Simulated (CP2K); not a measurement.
Consider silylacetylene at its PBE geometry (Å).

```xyz
7

C     1.9573   -0.1113   -0.1937
C     0.7468   -0.0416   -0.0755
Si   -1.0624    0.0607    0.1056
H     3.0215   -0.1730   -0.3003
H    -1.6574    0.5797   -1.1556
H    -1.6091   -1.2933    0.3919
H    -1.3968    0.9789    1.2276
```

Method: CP2K XAS_TDP, all-electron GAPW, PBEh(45%), aug-pc-1, TDA, GW2X-corrected core level, no relativity.

**Question.** Predict the bright core excitations at the C K edge.

Leading lines: C1 287.08 eV and C2 286.58 eV. The leading line of an atom is its first one with 35 % of the strongest within 2.5 eV of its lowest line over the strength cut. Core ionisation energies at this level: C1 291.93 and C2 291.21 eV.

The first six lines of each atom with a strength over 0.0015:

| atom | energy (eV) | states | strength, one atom | above the computed threshold |
| --- | --- | --- | --- | --- |
| C1 (bonded to C and H) | 287.08 | 2 | 0.1010 |  |
|  | 290.05 | 1 | 0.0069 |  |
|  | 290.58 | 1 | 0.0034 |  |
|  | 291.22 | 3 | 0.0057 |  |
|  | 291.93 | 1 | 0.0050 | yes |
|  | 292.02 | 2 | 0.0068 | yes |
| C2 (bonded to C and Si) | 286.58 | 2 | 0.0814 |  |
|  | 289.51 | 1 | 0.0021 |  |
|  | 289.75 | 1 | 0.0066 |  |
|  | 290.31 | 2 | 0.0120 |  |
|  | 291.01 | 2 | 0.0036 |  |
|  | 291.24 | 1 | 0.0059 | yes |

Lines are vertical, at one geometry, with no vibrational structure. GW2X ionisation energies and lines can be off by 1 to 2 eV either way, and a good line position may hide errors that cancel. These values hold no scalar relativity, about 0.1 eV for C 1s. Rydberg lines, and the discretised continuum above threshold, depend on the basis and the box.

[Banner, clock and machine lines of the logs are left out without a mark of their own.]

[Logs are printed without paths, hosts, clocks, repeated set-up lines and the standing remarks that a program may print on its own settings, such as how far it seeks lower states.]

[Hosts, paths, dates, database ids (printed as entryN), source tags and the programs' standing remarks are cut or masked in the printed files.]
